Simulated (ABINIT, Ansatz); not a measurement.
# Rb2Pd (Fm-3m): G0W0 on several meshes in ABINIT

Aim: the GW shift of Rb2Pd (Fm-3m) against the k mesh.

Program: ABINIT 10.8.3. Level of theory: PBEsol and many-body steps on it, plane waves. Results are calculated unless marked as measured.

Report form: the programs' logs are mostly left out.

In doubt: a PseudoDojo file used here is known to give poor structures and forces, which bears on pressures, cells, forces and phonons.

### 1. The starting structure

The structure is cubic, space group Fm-3m (No. 225). Conventional cell: a = 8.246 Å, b = 8.246 Å, c = 8.246 Å, α = 90.00°, β = 90.00°, γ = 90.00°. Nearest to Rb lie 4 Pd at 3.57 Å. Pd has 8 Rb at 3.57 Å nearest. Farther neighbours are not listed.

The cell and positions are those that the Materials Project relaxed with its own functionals (PBE, PBE+U or r2SCAN), kept fixed.

### 2. Empty states on the mesh, 2×2×2 mesh, 269 bands

This step: ABINIT 10.8.3; DFT, PBEsol, plane waves, norm-conserving pseudopotentials.

The sums over transitions need many empty states on a uniform mesh; this step solves for them.

File run.abi:

```
acell 3*1.0 Angstrom
rprim 
  -0.000000000000 4.123218000000 4.123218000000
  4.123218000000 0.000000000000 4.123218000000
  4.123218000000 4.123218000000 0.000000000000
ntypat 2
znucl 37 46
natom 3
typat 1 1 2
xred 
  0.250000000000 0.250000000000 0.250000000000
  0.750000000000 0.750000000000 0.750000000000
  0.000000000000 0.000000000000 0.000000000000
pp_dirpath "pseudos"
pseudos "Rb.upf, Pd.upf"
ecut 37
ngkpt 2 2 2
nshiftk 1
shiftk 0 0 0
kptopt 1
chksymbreak 0
iscf -2
irdden 1
istwfk *1
nband 269
nbdbuf 24
tolwfr 1e-09
nstep 60
prtvol 0
indata_prefix "in"
outdata_prefix "out"
tmpdata_prefix "tmp"
```

The run is started by

```bash
$ OMP_NUM_THREADS=1 mpirun -n 4 abinit run.abi > log
```

Run time: 1.9 min. Hardware: 4 MPI ranks of Arm Neoverse V2, shared host; peak memory 0.52 GiB; 7.4 min of CPU time.

Numbers from this step:

| Item | Value |
| --- | --- |
| gap | 0.8591 eV |
| k of the valence top | 0.5, 0.5, 0 |
| k of the conduction bottom | 0.5, 0, 0 |
| least direct gap | 0.8898 eV |
| k points computed | 3 |
| lowest point of the top converged band, above the valence top | 74.2993 eV |

On this mesh the gap is 0.859 eV.

The density comes from a self-consistent run that is not shown.

### 3. Screening, 2×2×2 mesh, 110 bands, screening to 114.3 eV

The RPA dielectric matrix is built and inverted for each q.

This step: RPA screening on PBEsol, plane waves, norm-conserving pseudopotentials.

Changes to run.abi since step 2:

```diff
@@ -21,10 +21,11 @@
 chksymbreak 0
-iscf -2
-irdden 1
 istwfk *1
-nband 269
-nbdbuf 24
-tolwfr 1e-09
-nstep 60
-prtvol 0
+occopt 1
+irdwfk 1
+optdriver 3
+nband 110
+ecuteps 4.2
+inclvkb 2
+awtr 1
+symchi 1
 indata_prefix "in"
```

Wall time 14 s (4 MPI ranks); peak memory 1.4 GiB; 55 s of CPU time.

Numbers from this step:

```yaml
eps_infinity_with_local_fields_on_this_mesh_along_the_program_s_q_direction: 21.88
the_same_without_local_fields: 32.03
plasma_frequency: 18.82 eV
plane_waves_in_the_screening_matrix: 387
```

Local fields lower ε∞ by 32 %. On a Γ-centred mesh this coarse the value itself is usually too large, while a short band sum pulls it down.

### 4. 2×2×2

The self-energy is evaluated for the states that the input lists, and the levels follow from it, in one-shot runs by the linearised quasiparticle equation.

This step: G0W0 on PBEsol, plane waves, norm-conserving pseudopotentials.

Changes to run.abi since step 3:

```diff
@@ -24,8 +24,19 @@
 irdwfk 1
-optdriver 3
+optdriver 4
 nband 110
+gwcalctyp 0
+ecutsigx 37
+symsigma 1
+nkptgw 3
+kptgw 
+  0.5000000000 0.5000000000 0.0000000000
+  0.5000000000 0.0000000000 0.0000000000
+  0.0000000000 0.0000000000 0.0000000000
+bdgw 
+  17 20
+  16 21
+  16 21
 ecuteps 4.2
-inclvkb 2
-awtr 1
-symchi 1
+irdscr 1
+ppmodel 1
 indata_prefix "in"
```

Wall time 15 s (4 MPI ranks); peak memory 1.4 GiB; 59 s of CPU time.

Numbers from this step:

```
G0W0 gap on the points computed              : 1.452 eV
starting gap on the mesh                     : 0.8591 eV
k of the valence top                         : 0.5, 0.5, 0
k of the conduction bottom                   : 0.5, 0, 0
Z at the valence top                         : 0.766
Z at the conduction bottom                   : 0.791
least direct G0W0 gap on the computed points : 1.597 eV
```

The gap on the mesh goes from 0.86 eV to 1.45 eV, a correction of +0.59 eV.

### 5. Empty states on the mesh, 4×4×4 mesh, 120 bands

This step: DFT, PBEsol, plane waves, norm-conserving pseudopotentials.

File run.abi:

```
acell 3*1.0 Angstrom
rprim 
  -0.000000000000 4.123218000000 4.123218000000
  4.123218000000 0.000000000000 4.123218000000
  4.123218000000 4.123218000000 0.000000000000
ntypat 2
znucl 37 46
natom 3
typat 1 1 2
xred 
  0.250000000000 0.250000000000 0.250000000000
  0.750000000000 0.750000000000 0.750000000000
  0.000000000000 0.000000000000 0.000000000000
pp_dirpath "pseudos"
pseudos "Rb.upf, Pd.upf"
ecut 37
ngkpt 4 4 4
nshiftk 1
shiftk 0 0 0
kptopt 1
chksymbreak 0
iscf -2
irdden 1
istwfk *1
nband 120
nbdbuf 10
tolwfr 1e-09
nstep 60
prtvol 0
indata_prefix "in"
outdata_prefix "out"
tmpdata_prefix "tmp"
```

The job ended after 65 s (4 MPI ranks; peak memory 0.59 GiB; 4.3 min of CPU time).

This step gave:

| Quantity | Value |
| --- | --- |
| gap | 0.8553 eV |
| k of the valence top | -0.25, 0.5, 0.25 |
| k of the conduction bottom | 0.5, 0, 0 |
| least direct gap | 0.8898 eV |
| k points computed | 8 |
| lowest point of the top converged band, above the valence top | 38.81 eV |

On this mesh the gap is 0.855 eV.

### 6. Screening, 4×4×4 mesh, 110 bands, screening to 114.3 eV

This step: RPA screening on PBEsol, plane waves, norm-conserving pseudopotentials.

Changes to run.abi since step 5:

```diff
@@ -21,10 +21,11 @@
 chksymbreak 0
-iscf -2
-irdden 1
 istwfk *1
-nband 120
-nbdbuf 10
-tolwfr 1e-09
-nstep 60
-prtvol 0
+occopt 1
+irdwfk 1
+optdriver 3
+nband 110
+ecuteps 4.2
+inclvkb 2
+awtr 1
+symchi 1
 indata_prefix "in"
```

The job ended after 2 min (4 MPI ranks; peak memory 2.7 GiB).

Numbers from this step:

```yaml
eps_infinity_with_local_fields_on_this_mesh_along_the_program_s_q_direction: 7.785
the_same_without_local_fields: 11.04
plasma_frequency: 18.82 eV
plane_waves_in_the_screening_matrix: 387
```

### 7. 4×4×4

This step: G0W0 on PBEsol, plane waves, norm-conserving pseudopotentials.

Changes to run.abi since step 6:

```diff
@@ -24,8 +24,21 @@
 irdwfk 1
-optdriver 3
+optdriver 4
 nband 110
+gwcalctyp 0
+ecutsigx 37
+symsigma 1
+nkptgw 4
+kptgw 
+  -0.2500000000 0.5000000000 0.2500000000
+  0.5000000000 0.0000000000 0.0000000000
+  0.5000000000 0.5000000000 0.0000000000
+  0.0000000000 0.0000000000 0.0000000000
+bdgw 
+  16 20
+  16 21
+  17 20
+  16 21
 ecuteps 4.2
-inclvkb 2
-awtr 1
-symchi 1
+irdscr 1
+ppmodel 1
 indata_prefix "in"
```

Elapsed: 55 s, on 4 MPI ranks; peak memory 2.5 GiB; 3.7 min of CPU time.

This step gave:

```
G0W0 gap on the mesh                         : 1.388 eV
starting gap on the mesh                     : 0.8553 eV
k of the valence top                         : -0.25, 0.5, 0.25
k of the conduction bottom                   : 0.5, 0, 0
Z at the valence top                         : 0.753
Z at the conduction bottom                   : 0.785
least direct G0W0 gap on the computed points : 1.5 eV
```

Against G0W0 in ABINIT (2×2×2 mesh, 110 bands, screening to 114.3 eV, Godby-Needs plasmon pole), the gap moves by −0.064 eV.

### 8. Side by side

Times are wall times on 4 MPI ranks of Arm Neoverse V2, shared host, good to a factor of about two. A run's time includes the screening step that it read.

```csv
run,mesh,bands,screening cutoff (eV),DFT gap (eV),gap on the mesh (eV),direct (eV),ε∞ used,time
2×2×2,2×2×2,110,114.3,0.859,1.452,1.597,21.88,29 s
4×4×4,4×4×4,110,114.3,0.855,1.388,1.500,7.78,2.9 min
```

### 9. What came out

```json
{
  "2×2×2": "1.452 eV",
  "4×4×4": "1.388 eV",
  "known limits": "not at the basis limit; no spin polarisation; d states lean on the start; no spin-orbit coupling; coarse k mesh"
}
```

4×4×4: −0.064 eV against 2×2×2. Bands and cutoff are finite, so the gap is not at the basis limit. The miss can reach some tenths of an eV and take either sign; the mesh is an error of its own. The 2×2×2 mesh is coarse for this cell, which bears on the long-range parts of exchange and screening. The runs have no spin polarisation. For a closed low-spin shell that is the natural state; where a d or f shell is open it is a constraint, and the gap is then not the crystal's own. With d states at the gap, one-shot GW leans hard on its start. The many-body steps are scalar-relativistic: spin-orbit coupling is not in them.

[Paths, hosts, dates, memory and timing lines, banners, echoed tables and standing remarks are left out of the program output.]

[Logs are printed without paths, hosts, clocks, repeated set-up lines and the standing remarks that a program may print on its own settings, such as how far it seeks lower states.]

[Runs of the session that timed out or met a known fault of the program may be left out.]

[Hosts, paths, dates, database ids (printed as entryN), source tags and the programs' standing remarks are cut or masked in the printed files.]

[G0W0 gaps are taken among the corrected bands and points alone; a level outside them can change the order at an edge.]

[Where Ansatz stands beside ABINIT at settings called matched, ABINIT's density can come from a denser mesh and the files from another edition; pairs whose starting gaps differed by over 0.03 eV were left out, so agreement reads better than it is.]
